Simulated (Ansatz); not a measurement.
# 1,4-phenylene with direct metal-carbon and isocyanide ends, between Cu atomic chains under bias, part 2 of 2

Wanted: I(V), the voltage drop and T(E, V).

Ansatz 0.2.0; DFT PBE, plane waves, PAW; relaxation of a junction, electrodes held but for their tips (the session's first sound run).

So far. Step 2 (Relaxing the junction): The largest force component on a free atom ends at 0.042 eV/Å, under the limit of 0.07. The apex atoms end 9.10 Å apart, and their nearest bridge atoms lie at 1.88 Å (Cu–C) and 1.83 Å (Cu–C).

### 3. Current against voltage

This step: DFT PBE, plane waves, PAW; current against voltage, self-consistent under bias (Ansatz 0.2.0).

Vacuum beyond both ends lets the two leads hold different Fermi levels, and the density is solved anew at each bias. Each lead has 18 atoms, since a wire screens slowly.

input.yaml

```yaml
crystal:
  lattice:
    - [9.81, 0.0, 0.0]
    - [0.0, 6.0, 0.0]
    - [0.0, 0.0, 101.5340947052]
  atoms:
    - { symbol: Cu, position: [0.5, 0.5, 0.0] }
    - { symbol: Cu, position: [0.5, 0.5, 0.022652489] }
    - { symbol: Cu, position: [0.5, 0.5, 0.045304979] }
    - { symbol: Cu, position: [0.5, 0.5, 0.067957468] }
    - { symbol: Cu, position: [0.5, 0.5, 0.090609957] }
    - { symbol: Cu, position: [0.5, 0.5, 0.113262447] }
    - { symbol: Cu, position: [0.5, 0.5, 0.135914936] }
    - { symbol: Cu, position: [0.5, 0.5, 0.158567426] }
    - { symbol: Cu, position: [0.5, 0.5, 0.181219915] }
    - { symbol: Cu, position: [0.5, 0.5, 0.203872404] }
    - { symbol: Cu, position: [0.5, 0.5, 0.226524894] }
    - { symbol: Cu, position: [0.5, 0.5, 0.249177383] }
    - { symbol: Cu, position: [0.5, 0.5, 0.271829872] }
    - { symbol: Cu, position: [0.5, 0.5, 0.294482362] }
    - { symbol: Cu, position: [0.5, 0.5, 0.317134851] }
    - { symbol: Cu, position: [0.5, 0.5, 0.33978734] }
    - { symbol: Cu, position: [0.5, 0.5, 0.3627794421] }
    - { symbol: Cu, position: [0.5, 0.5, 0.3862874326] }
    - { symbol: C, position: [0.5, 0.5, 0.4048510484] }
    - { symbol: C, position: [0.6228809725, 0.5, 0.4120558102] }
    - { symbol: C, position: [0.6242131658, 0.5, 0.4257784527] }
    - { symbol: C, position: [0.5, 0.5, 0.432636949] }
    - { symbol: C, position: [0.3757868342, 0.5, 0.4257784527] }
    - { symbol: C, position: [0.3771190275, 0.5, 0.4120558102] }
    - { symbol: "N", position: [0.5, 0.5, 0.4462498065] }
    - { symbol: C, position: [0.5, 0.5, 0.4578350467] }
    - { symbol: H, position: [0.7207112957, 0.5, 0.406921626] }
    - { symbol: H, position: [0.7198887616, 0.5, 0.4312684027] }
    - { symbol: H, position: [0.2801112384, 0.5, 0.4312684027] }
    - { symbol: H, position: [0.2792887043, 0.5, 0.406921626] }
    - { symbol: Cu, position: [0.5, 0.5, 0.4758723524] }
    - { symbol: Cu, position: [0.5, 0.5, 0.4988968432] }
    - { symbol: Cu, position: [0.5, 0.5, 0.522327942] }
    - { symbol: Cu, position: [0.5, 0.5, 0.544980431] }
    - { symbol: Cu, position: [0.5, 0.5, 0.56763292] }
    - { symbol: Cu, position: [0.5, 0.5, 0.59028541] }
    - { symbol: Cu, position: [0.5, 0.5, 0.612937899] }
    - { symbol: Cu, position: [0.5, 0.5, 0.635590389] }
    - { symbol: Cu, position: [0.5, 0.5, 0.658242878] }
    - { symbol: Cu, position: [0.5, 0.5, 0.680895367] }
    - { symbol: Cu, position: [0.5, 0.5, 0.703547857] }
    - { symbol: Cu, position: [0.5, 0.5, 0.726200346] }
    - { symbol: Cu, position: [0.5, 0.5, 0.748852835] }
    - { symbol: Cu, position: [0.5, 0.5, 0.771505325] }
    - { symbol: Cu, position: [0.5, 0.5, 0.794157814] }
    - { symbol: Cu, position: [0.5, 0.5, 0.816810303] }
    - { symbol: Cu, position: [0.5, 0.5, 0.839462793] }
    - { symbol: Cu, position: [0.5, 0.5, 0.862115282] }
kpoints:
  mp_grid: { grid: [1, 1, 1] }
scf:
  occupations: { method: fermi_dirac, width: 0.1 }
hamiltonian:
  xc: pbe
output:
  current_voltage:
    leads: [[11, 12], [35, 36]]
    bias: [0.5, 1.0, -0.5, -1.0]
    electrode_ends: [17, 30]
    kmesh: [1, 1]
  write_potential: true
  write_density: true
  volumetric_format: npy
basis:
  ecutwfc: "340 eV"
```

The run is started by

```bash
$ ansatz run input.yaml --threads 8 --pin off --max-ram 16384MiB --backend cpu --events-out ev --progress --plain --runs-dir out
```

Numbers of over 12 decimals in the logs are rounded to 6 here.

The program printed:

```text
[...]
Crystal: 48 atoms, lattice volume = 5976.297 Å³
Basis set: ecut = 340 eV, 84847 PW (Γ)
Bands: 433, of which v1, the nominal top of the filled ones, is band 361 counted from 1 (360 counted from 0)
Symmetry: 4 space group operations
[...]
k-points: 1
[...]
SCF iter   1: F=—  HF=-240637.357833 eV  |F-HF|=—  |Δ(HF+E_count)|=         —  Δρ=5.11e-3  dr2=1.35e1  ethr=1.77e-3  ⟨swp⟩=7.0  Hψ=1827  notcnv=0  defer=21
[...]
SCF iter  17: F=-240637.154958 eV  HF=-240637.154958 eV  |F-HF|=2.29e-7  |Δ(HF+E_count)|=   1.04e-6  Δρ=1.03e-6  dr2=9.63e-8  ethr=1.39e-11  ⟨swp⟩=17.0  Hψ=2285  notcnv=0
SCF 1 converged in 17 iterations: F = -240637.154958 eV  dr2 = 9.63e-8
[...]
bias +0 V, iteration  1: dr2 2.23e2 eV, mean Fermi level -2.9167 eV
bias +0 V, iteration  2: dr2 4.39e1 eV, mean Fermi level -3.3401 eV
bias +0 V, iteration  3: dr2 1.44e2 eV, mean Fermi level -3.0624 eV
bias +0 V, iteration  4: dr2 5.40e1 eV, mean Fermi level -3.2433 eV
bias +0 V, iteration  5: dr2 1.80e2 eV, mean Fermi level -3.1865 eV
bias +0 V, iteration  6: dr2 4.91e0 eV, mean Fermi level -3.4071 eV
bias +0 V, iteration  7: dr2 6.75e0 eV, mean Fermi level -3.3905 eV
bias +0 V, iteration  8: dr2 3.09e0 eV, mean Fermi level -3.3711 eV
bias +0 V, iteration  9: dr2 5.47e0 eV, mean Fermi level -3.3016 eV
bias +0 V, iteration 10: dr2 1.69e0 eV, mean Fermi level -3.3071 eV
bias +0 V, iteration 11: dr2 1.41e0 eV, mean Fermi level -3.3034 eV
bias +0 V, iteration 12: dr2 5.80e-1 eV, mean Fermi level -3.2647 eV
bias +0 V, iteration 13: dr2 8.03e-1 eV, mean Fermi level -3.2598 eV
bias +0 V, iteration 14: dr2 2.84e-1 eV, mean Fermi level -3.2337 eV
bias +0 V, iteration 15: dr2 1.08e-1 eV, mean Fermi level -3.2395 eV
bias +0 V, iteration 16: dr2 8.43e-2 eV, mean Fermi level -3.2369 eV
bias +0 V, iteration 17: dr2 5.60e-2 eV, mean Fermi level -3.2363 eV
bias +0 V, iteration 18: dr2 2.48e-2 eV, mean Fermi level -3.2340 eV
bias +0 V, iteration 19: dr2 1.54e-2 eV, mean Fermi level -3.2375 eV
bias +0 V, iteration 20: dr2 1.26e-2 eV, mean Fermi level -3.2363 eV
bias +0 V, iteration 21: dr2 1.27e-2 eV, mean Fermi level -3.2395 eV
bias +0 V, iteration 22: dr2 7.53e-3 eV, mean Fermi level -3.2401 eV
bias +0 V, iteration 23: dr2 6.76e-3 eV, mean Fermi level -3.2410 eV
bias +0 V, iteration 24: dr2 5.60e-3 eV, mean Fermi level -3.2421 eV
bias +0 V, iteration 25: dr2 4.00e-3 eV, mean Fermi level -3.2430 eV
bias +0 V, iteration 26: dr2 3.33e-3 eV, mean Fermi level -3.2436 eV
bias +0 V, iteration 27: dr2 2.52e-3 eV, mean Fermi level -3.2438 eV
bias +0 V, iteration 28: dr2 3.15e-3 eV, mean Fermi level -3.2430 eV
bias +0 V, iteration 29: dr2 1.82e-3 eV, mean Fermi level -3.2432 eV
bias +0 V, iteration 30: dr2 8.04e-4 eV, mean Fermi level -3.2423 eV
bias +0 V, iteration 31: dr2 4.63e-4 eV, mean Fermi level -3.2418 eV
bias +0 V, iteration 32: dr2 4.79e-4 eV, mean Fermi level -3.2420 eV
bias +0 V, iteration 33: dr2 4.93e-4 eV, mean Fermi level -3.2422 eV
bias +0 V, iteration 34: dr2 2.97e-4 eV, mean Fermi level -3.2424 eV
bias +0 V, iteration 35: dr2 2.52e-4 eV, mean Fermi level -3.2426 eV
bias +0 V, iteration 36: dr2 2.14e-4 eV, mean Fermi level -3.2425 eV
bias +0 V, iteration 37: dr2 2.14e-4 eV, mean Fermi level -3.2422 eV
bias +0 V, iteration 38: dr2 1.61e-4 eV, mean Fermi level -3.2421 eV
bias +0 V, iteration 39: dr2 1.16e-4 eV, mean Fermi level -3.2420 eV
bias +0 V, iteration 40: dr2 7.73e-5 eV, mean Fermi level -3.2421 eV
[...]
bias -1 V, iteration 25: dr2 1.47e-6 eV, mean Fermi level -3.2342 eV
bias -1 V, iteration 26: dr2 1.82e-6 eV, mean Fermi level -3.2342 eV
bias -1 V, iteration 27: dr2 1.34e-6 eV, mean Fermi level -3.2342 eV
bias -1 V, iteration 28: dr2 8.73e-7 eV, mean Fermi level -3.2342 eV
bias -1 V, iteration 29: dr2 3.77e-6 eV, mean Fermi level -3.2342 eV
bias -1 V, iteration 30: dr2 1.02e-6 eV, mean Fermi level -3.2342 eV
bias -1 V, iteration 31: dr2 4.82e-7 eV, mean Fermi level -3.2342 eV
bias -1 V, iteration 32: dr2 7.17e-7 eV, mean Fermi level -3.2342 eV
bias -1 V, iteration 33: dr2 5.82e-7 eV, mean Fermi level -3.2342 eV
bias -1 V, iteration 34: dr2 1.86e-7 eV, mean Fermi level -3.2342 eV
bias -1 V, iteration 35: dr2 1.02e-7 eV, mean Fermi level -3.2342 eV
bias -1 V, iteration 36: dr2 3.11e-8 eV, mean Fermi level -3.2342 eV
transmission: 17 of 64 steps passed
transmission: 28 of 64 steps passed
[...]
transmission: 68 of 68 steps passed
WARN: The output density's exchange-correlation potential varies sharply where the density is thin. Do not read a vacuum level from v_tot or v_xc, or from such a field of the output density. On a cell that repeats whose density bears no net charge and no dipole along the vacuum's axis use v_es (v_loc + v_h of the components); under efield.dipole_correction with no amplitude use v_es + v_field, which holds any externa [...]
SCF converged after 17 iterations
Free energy (F): -240637.154958 eV
[...]
Internal energy: -240635.541632 eV  (E = F + TS)
E sigma→0 (E₀):  -240636.348295 eV
Entropy (-TS):   -1.613327 eV (-33.611 meV/atom)
Fermi energy:    -3.403623 eV
[...]
--- Band table (eV) ---
  k-point 0: bands = [... 357 lower, -3.6075, -3.6071, -3.6052, -3.6045, -3.4458, -3.3863, -3.1014, -3.0410, ... 68 higher]
--- Current–voltage curve ---
  leads      : [11, 12] from 0.00 to 34.50 and [35, 36] from 53.03 to 87.53 Å, reservoirs outside 21.95 and 65.58
  electrodes : end at 39.22 and 48.32 Å
  density    : 496 bands, filled at a thermal energy of 2.585e-2 eV; current at 300 K
  bias (V)   current (A)   every other point   every other energy   edges, levels   drop (V)   electrons moved   misfit (meV)   iterations
        +0      0.0000e0                   -             0.0000e0        0.0000e0     +0.000            0.00e0          168.3   63
      +0.5     5.6374e-8                   -            5.6248e-8      9.9678e-12     +0.497           1.56e-2          168.2   75
        +1     1.2719e-7                   -            1.2441e-7      2.3930e-10     +0.993           3.12e-2          168.2   44
      -0.5    -2.9054e-8                   -           -2.8919e-8        0.0000e0     -0.497          -1.54e-2          170.1   32
        -1    -2.2452e-8                   -           -2.2440e-8      2.2475e-11     -0.994          -3.06e-2          170.8   36
  At 0 V the conductance is 1.2531e-7 S, 2.1290e11 S/m².
```

It took 80 min on 8 threads of Arm Neoverse V1, shared host; peak memory 9.5 GiB.

This step gave:

* conductance at zero bias: 0.001617 G₀
* current at the highest bias: 0.1272 μA
* largest misfit of the leads: 170.8 meV

Cell area 58.860 Å^2. The current through one cell by bias:

```tsv
bias (V)	current through one cell (nA)
-1.000	-22.5
-0.500	-29.1
0.000	0
0.500	56.4
1.000	127
```

Bias 0 V. The transmission and channels at 0 V by energy, zero at the mean Fermi level:

```tsv
energy (eV)	transmission	channels, lower lead	channels, upper lead
-0.259	0.0126	4	4
-0.233	0.0114	4	4
-0.207	0.0108	4	4
-0.181	0.0108	4	4
-0.155	0.0110	4	4
-0.129	0.0109	4	4
-0.103	0.00893	4	4
-0.078	0.00547	4	4
-0.052	0.00276	4	4
-0.026	0.00150	4	3
0.000	1.0e-3	3	3
0.026	7.8e-4	3	1
0.052	6.7e-4	1	1
0.078	5.8e-4	1	1
0.103	5.0e-4	1	1
0.129	4.3e-4	1	1
0.155	3.7e-4	1	1
0.181	3.3e-4	1	1
0.207	2.9e-4	1	1
0.233	2.5e-4	1	1
0.259	2.2e-4	1	1
```

Bias 1 V. The transmission and channels at 1 V by energy, zero at the mean Fermi level:

```tsv
energy (eV)	transmission	channels, lower lead	channels, upper lead
-0.776	0.140	3	4
-0.698	0.137	3	4
-0.646	0.166	3	4
-0.620	0.157	3	4
-0.543	0.0322	3	3
-0.491	0.00534	4	3
-0.414	0.00219	4	1
-0.336	0.00164	4	1
-0.259	0.00218	4	1
-0.181	0.00179	6	1
-0.103	0.00112	6	1
-0.026	8.3e-4	6	1
0.000	7.9e-4	6	1
0.026	7.7e-4	6	1
0.103	7.1e-4	6	1
0.181	6.2e-4	4	1
0.259	5.4e-4	4	1
0.336	4.9e-4	4	1
0.414	4.3e-4	4	1
0.491	3.2e-4	3	1
0.543	2.6e-4	2	1
0.620	1.9e-4	1	1
0.698	1.4e-4	1	1
0.776	1.0e-4	1	1
```

Bias -0.5 V. Transmission and channels at -0.5 V against energy, zero at the mean Fermi level:

```tsv
energy (eV)	transmission	channels, lower lead	channels, upper lead
-0.517	0.0259	4	6
-0.491	0.0260	4	6
-0.439	0.0279	4	6
-0.414	0.0295	4	6
-0.388	0.0305	4	6
-0.362	0.0284	4	6
-0.336	0.0210	4	6
-0.310	0.0120	4	6
-0.259	0.00297	3	6
-0.233	0.00153	3	6
-0.207	7.4e-4	2	6
-0.155	6.3e-4	1	6
-0.129	6.4e-4	1	4
-0.078	6.4e-4	1	4
-0.052	6.2e-4	1	4
-0.026	5.9e-4	1	4
0.000	5.5e-4	1	4
0.026	5.1e-4	1	4
0.052	4.6e-4	1	4
0.078	4.2e-4	1	4
0.129	3.4e-4	1	4
0.155	3.0e-4	1	4
0.207	2.4e-4	1	3
0.233	2.1e-4	1	3
0.259	1.9e-4	1	3
0.310	1.5e-4	1	1
0.336	1.4e-4	1	1
0.362	1.2e-4	1	1
0.414	1.0e-4	1	1
0.439	9.3e-5	1	1
0.491	7.8e-5	1	1
0.517	7.2e-5	1	1
```

Bias -1 V. Table of transmission and channels at -1 V by energy, zero at the mean Fermi level:

```tsv
energy (eV)	transmission	channels, lower lead	channels, upper lead
-0.776	0.0174	4	3
-0.724	0.0140	4	3
-0.698	0.0134	4	3
-0.646	0.0132	4	3
-0.620	0.0126	4	3
-0.569	0.00635	4	3
-0.517	0.00209	3	4
-0.491	0.00134	3	4
-0.439	6.1e-4	1	4
-0.388	4.7e-4	1	4
-0.362	4.1e-4	1	4
-0.310	3.0e-4	1	4
-0.284	2.5e-4	1	5
-0.233	2.0e-4	1	6
-0.181	1.6e-4	1	6
-0.155	1.5e-4	1	6
-0.103	1.4e-4	1	6
-0.052	1.4e-4	1	6
-0.026	1.4e-4	1	6
0.000	1.5e-4	1	6
0.026	1.6e-4	1	6
0.052	1.7e-4	1	6
0.103	1.9e-4	1	4
0.155	2.1e-4	1	4
0.181	2.1e-4	1	4
0.233	2.0e-4	1	4
0.284	1.8e-4	1	4
0.310	1.6e-4	1	4
0.362	1.4e-4	1	4
0.388	1.3e-4	1	4
0.439	1.0e-4	1	4
0.491	8.2e-5	1	3
0.517	7.4e-5	1	1
0.569	5.9e-5	1	1
0.620	4.8e-5	1	1
0.646	4.3e-5	1	1
0.698	3.5e-5	1	1
0.724	3.2e-5	1	1
0.776	2.6e-5	1	1
```

Table of Hartree potential energy less that at 0 V, planar mean by z:

```tsv
z (Å)	0.5 V (eV)	1 V (eV)	-0.5 V (eV)	-1 V (eV)
-5	0.0650	0.132	-0.0688	-0.135
0	0.217	0.434	-0.214	-0.431
5	0.241	0.481	-0.239	-0.481
10	0.244	0.489	-0.245	-0.490
15	0.245	0.490	-0.244	-0.488
20	0.245	0.491	-0.243	-0.486
25	0.245	0.491	-0.245	-0.491
30	0.243	0.487	-0.244	-0.488
35	0.233	0.465	-0.234	-0.468
40	0.163	0.322	-0.166	-0.335
45	-0.00142	-0.00265	0.00230	0.00580
50	-0.215	-0.429	0.214	0.427
55	-0.247	-0.495	0.246	0.492
60	-0.252	-0.504	0.251	0.503
65	-0.252	-0.503	0.253	0.505
70	-0.251	-0.502	0.254	0.508
75	-0.254	-0.508	0.254	0.508
80	-0.252	-0.504	0.252	0.505
85	-0.240	-0.484	0.243	0.486
90	-0.166	-0.330	0.164	0.330
```

The electron density less that at 0 V, planar mean (0.5 V) oscillates, so the rows of the table below give means over windows of 5 Å about each position, cut where the curve ends. Its first 14 maxima inside the range that stand out by 2 % of the span (Å: e/Å³): -0.8: 8.8e-5, 3.2: 1.5e-5, 20.8: 7.3e-6, 24.2: 1.1e-5, 28.9: 1.6e-5, 33.3: 2.7e-5, 37.0: 8.1e-5, 40.5: 1.0e-4, 41.9: 5.1e-5, 42.9: 4.9e-5, 43.9: 1.7e-4, 46.3: 1.5e-4, 47.3: -1.6e-5, 48.6: 7.5e-5. Its first 14 minima: 1.5: -9.2e-7, 18.0: -4.0e-6, 22.6: -9.4e-6, 26.6: -1.3e-5, 31.0: -1.7e-5, 34.8: -2.5e-5, 38.8: -8.0e-5, 41.1: -2.4e-4, 42.2: 1.4e-5, 43.2: -7.9e-5, 45.5: -1.3e-4, 46.9: -4.7e-5, 47.6: -3.5e-5, 49.2: -1.9e-4.

The electron density less that at 0 V, planar mean by z; means over each step:

```tsv
z (Å)	0.5 V (e/Å³)	1 V (e/Å³)	-0.5 V (e/Å³)	-1 V (e/Å³)
-5	1.2e-6	2.5e-6	-2.8e-6	-4.7e-6
0	3.3e-5	6.5e-5	-3.0e-5	-6.2e-5
5	5.1e-6	1.0e-5	-5.5e-6	-1.1e-5
10	5.1e-7	1.0e-6	-8.4e-7	-2.6e-6
15	3.1e-7	7.1e-7	-3.1e-7	-2.3e-7
20	-8.0e-7	-1.6e-6	1.5e-6	3.8e-6
25	-1.1e-6	-2.3e-6	3.7e-7	3.3e-7
30	2.0e-6	3.7e-6	-2.2e-6	-4.6e-6
35	1.7e-5	3.6e-5	-1.7e-5	-3.3e-5
40	1.1e-5	2.0e-5	-1.2e-5	-2.5e-5
45	2.1e-5	4.3e-5	-1.9e-5	-3.6e-5
50	-3.9e-5	-7.9e-5	3.8e-5	7.5e-5
55	-9.3e-6	-1.8e-5	9.6e-6	2.0e-5
60	-3.7e-6	-7.2e-6	3.5e-6	6.8e-6
65	-1.7e-6	-3.4e-6	2.6e-7	6.5e-7
70	3.4e-6	6.5e-6	-9.5e-7	-2.2e-6
75	-9.9e-7	-2.3e-6	3.0e-7	7.1e-7
80	-1.8e-6	-1.9e-6	1.2e-6	2.4e-6
85	-8.0e-6	-1.9e-5	1.0e-5	2.0e-5
90	-2.9e-5	-5.6e-5	2.8e-5	5.6e-5
```

By hand: at 1 V the window reaches from -0.5 to 0.5 eV, and the mean transmission a spin over it is 0.00124. With sharp Fermi edges I = G0 × V × T̄ = 77.48 μS × 1 V × 0.00124 = 0.0964 μA, against 0.127 μA from the program at 300 K. The two differ where T is steep or peaked near the window's edges, through thermal tails or peaks between the kept energies.

The zero-bias conductance is 0.00162 G₀; current over voltage goes 2.9e-4 at -1 V, 7.5e-4 at -0.5 V, 0.00146 at +0.5 V and 0.00164 at +1 V in the same unit. The leads' misfit reaches 171 meV.

### 4. Current against voltage

This step: DFT PBE, plane waves, PAW; current against voltage, self-consistent under bias; changed: output.current_voltage.bias = [5], scf.max_iter = 80 (Ansatz 0.2.0).

The input of the bias sweep is made doubtful on purpose.

Edit input.yaml of step 3 so:

```diff
@@ -58,2 +58,3 @@
   occupations: { method: fermi_dirac, width: 0.1 }
+  max_iter: 80
 hamiltonian:
@@ -63,3 +64,3 @@
     leads: [[11, 12], [35, 36]]
-    bias: [0.5, 1.0, -0.5, -1.0]
+    bias: [5]
     electrode_ends: [17, 30]
```

The program printed:

```text
Error: invalid value for `output.current_voltage.bias`: must be finite and in [-4, 4]; got 5 V
```

The job ended after 0.05 s (8 threads; peak memory 0.077 GiB).

The program refused the input before any cycle.

The program's message: “Error: invalid value for `output.current_voltage.bias`: must be finite and in [-4, 4]; got 5 V”

The change that led to it: output.current_voltage.bias = [5].

### 5. Outcome

```yaml
conductance_at_zero_bias: 0.00162 G₀
current_at_minus_1_v: -0.0225 μA
current_at_minus_0p5_v: -0.0291 μA
current_at_plus_0p5_v: 0.0564 μA
current_at_plus_1_v: 0.127 μA
```

**Reading.** The junction conducts 0.00162 G₀ at zero bias and carries 0.127 μA at 1.00 V. At 1.00 V the current is 1.01 times what the zero-bias conductance would give; over all biases of the sweep that ratio lies between 0.18 and 1.0. The size of the current falls between two biases of one sign, a negative differential resistance; band edges of the leads or a resonance that moves with one lead can cause it. Of the 1.00 V, 0.99 V drops at the junction. The leads' misfit reaches 171 meV, above the few hundredths of an eV that the manual allows, so the currents are rough. The rectification ratio at ±1.0 V is 5.66. A wire screens slowly, so the current depends on the leads' length and the box width; neither was converged here. Semilocal functionals put a molecule's frontier levels too near the Fermi level, so conductances off resonance usually come out too high. Transport is coherent and elastic here: the atoms are frozen, so scattering by vibrations plays no part. A cutoff under the files' recommended one was taken to save time; its effect on T(E) was not tested here. A cell with an odd number of electrons ran without spin; a level of the scatterer near the Fermi level could split if spin were allowed.

[Logs are printed without paths, hosts, clocks, repeated set-up lines and the standing remarks that a program may print on its own settings, such as how far it seeks lower states.]

[Hosts, paths, dates, database ids (printed as entryN), source tags and the programs' standing remarks are cut or masked in the printed files.]
